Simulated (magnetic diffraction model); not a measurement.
**Which magnetic order? Zn3Fe5SO7**

Space group P3m1 (no. 156), a = 3.2110 Å, c = 21.2890 Å.

| site | atom | x | y | z |
| --- | --- | --- | --- | --- |
| 1a | Zn | 0 | 0 | 0.3745 |
| 1c | Zn | 2/3 | 1/3 | 0.8751 |
| 1a | Zn | 0 | 0 | 0.9982 |
| 1c | Fe | 2/3 | 1/3 | 0.2516 |
| 1b | Fe | 1/3 | 2/3 | 0.4985 |
| 1a | Fe | 0 | 0 | 0.7527 |
| 1c | Fe | 2/3 | 1/3 | 0.6256 |
| 1b | Fe | 1/3 | 2/3 | 0.1253 |
| 1a | S | 0 | 0 | 0.0964 |
| 1a | O | 0 | 0 | 0.4689 |
| 1b | O | 1/3 | 2/3 | 0.5919 |
| 1c | O | 2/3 | 1/3 | 0.9691 |
| 1a | O | 0 | 0 | 0.8412 |
| 1b | O | 1/3 | 2/3 | 0.2194 |
| 1c | O | 2/3 | 1/3 | 0.7196 |
| 1c | O | 2/3 | 1/3 | 0.3425 |

The compound is invented for this exercise: a known structure type with other elements, its cell scaled to their sizes and not relaxed.

Only Fe is taken to order (form factors of Fe2+); orders and moment sizes are assumed, and not adapted to the symmetry. Radiation: neutrons of λ = 4.2 Å, 3° to 80°; isotropic B of 0.51 Å² (Zn), 0.47 Å² (Fe), 0.52 Å² (S) and 0.58 Å² (O). The intensities are simulated: I ∝ L Σ (|F_N|² + |F_M⊥|²) for unpolarised neutrons, with F_M = 2.695 fm/μB × Σ f(s) S exp(2πi Q·r) exp(−B s²) at Q = H ± k (one set where k and −k are equivalent), only the part normal to Q counting and L = 1/(sin²θ cos θ). For a modulated order the moment at position r is S exp(−2πi k·r) + c.c., with S = m/2 for a sine wave of amplitude m and S = m(u + iv)/2 for moments turning in a plane, u and v being orthogonal unit vectors in it; the phase factor of the sum at Q = H + k is then exp(2πi H·r). Form factors are spin-only for 3d ions and dipole or tabulated for f ions, scattering lengths are Sears's of 1992, and absorption is left out. A label names one of the reflections at its angle. The strongest nuclear line in the range is 100, and lines under 0.2 are left out.

Above the ordering temperature:

```
2θ (°)    index      I
 11.32  (0 0 1)  100.0
 22.76  (0 0 2)   27.1
 34.43  (0 0 3)    5.9
 46.48  (0 0 4)    7.1
 72.58  (0 0 6)    7.6
```

Below it (cell unchanged):

```csv
2θ (°),I
11.32,100.0
22.76,27.1
34.43,5.9
46.48,7.1
51.70,27.1
53.10,53.6
57.18,51.7
63.60,46.5
72.03,40.1
72.58,7.6
```

**Question.** Find the propagation vector, then choose among these models:
A. moments turning in the plane of [010] and [001], 3.01 μB on Fe; signs + at (2/3, 1/3, 0.2516), − at (1/3, 2/3, 0.4985), + at (0, 0, 0.7527), + at (2/3, 1/3, 0.6256), + at (1/3, 2/3, 0.1253)
B. moments turning in the plane of [100] and [010], 3.01 μB on Fe; signs + at (2/3, 1/3, 0.2516), − at (1/3, 2/3, 0.4985), + at (0, 0, 0.7527), + at (2/3, 1/3, 0.6256), + at (1/3, 2/3, 0.1253)
C. moments turning in the plane of [001] and [100], 3.01 μB on Fe; signs + at (2/3, 1/3, 0.2516), − at (1/3, 2/3, 0.4985), + at (0, 0, 0.7527), + at (2/3, 1/3, 0.6256), + at (1/3, 2/3, 0.1253)
D. a sine wave with moments along [001] (amplitudes given), 3.01 μB on Fe; signs + at (2/3, 1/3, 0.2516), − at (1/3, 2/3, 0.4985), + at (0, 0, 0.7527), + at (2/3, 1/3, 0.6256), + at (1/3, 2/3, 0.1253)

The new lines index as (1/3 1/3 0) at 51.70°, (1/3 1/3 1) at 53.10°, (1/3 1/3 2) at 57.18° and (1/3 1/3 3) at 63.60°, that is as H ± k with k = (1/3 1/3 0). Satellites come in pairs about each point of the reciprocal lattice.

Magnetic intensity, observed (below minus above) and for each model:

| 2θ (°) | index | observed | A | B | C | D |
| --- | --- | --- | --- | --- | --- | --- |
| 51.70 | (1/3 1/3 0) | 27.1 | 43.3 | 27.1 | 43.3 | 27.1 |
| 53.10 | (1/3 1/3 1) | 53.6 | 70.7 | 53.6 | 70.7 | 48.7 |
| 57.18 | (1/3 1/3 2) | 51.7 | 69.8 | 51.7 | 69.8 | 36.7 |
| 63.60 | (1/3 1/3 3) | 46.5 | 45.0 | 46.5 | 45.0 | 24.2 |
| 72.03 | (1/3 1/3 4) | 40.1 | 33.8 | 40.1 | 33.8 | 15.2 |

Model B matches.

The structure used: k = (1/3 1/3 0), moments turning in the plane of [100] and [010], 3.01 μB on Fe; signs + at (2/3, 1/3, 0.2516), − at (1/3, 2/3, 0.4985), + at (0, 0, 0.7527), + at (2/3, 1/3, 0.6256), + at (1/3, 2/3, 0.1253).

[Logs are printed without paths, hosts, clocks, repeated set-up lines and the standing remarks that a program may print on its own settings, such as how far it seeks lower states.]
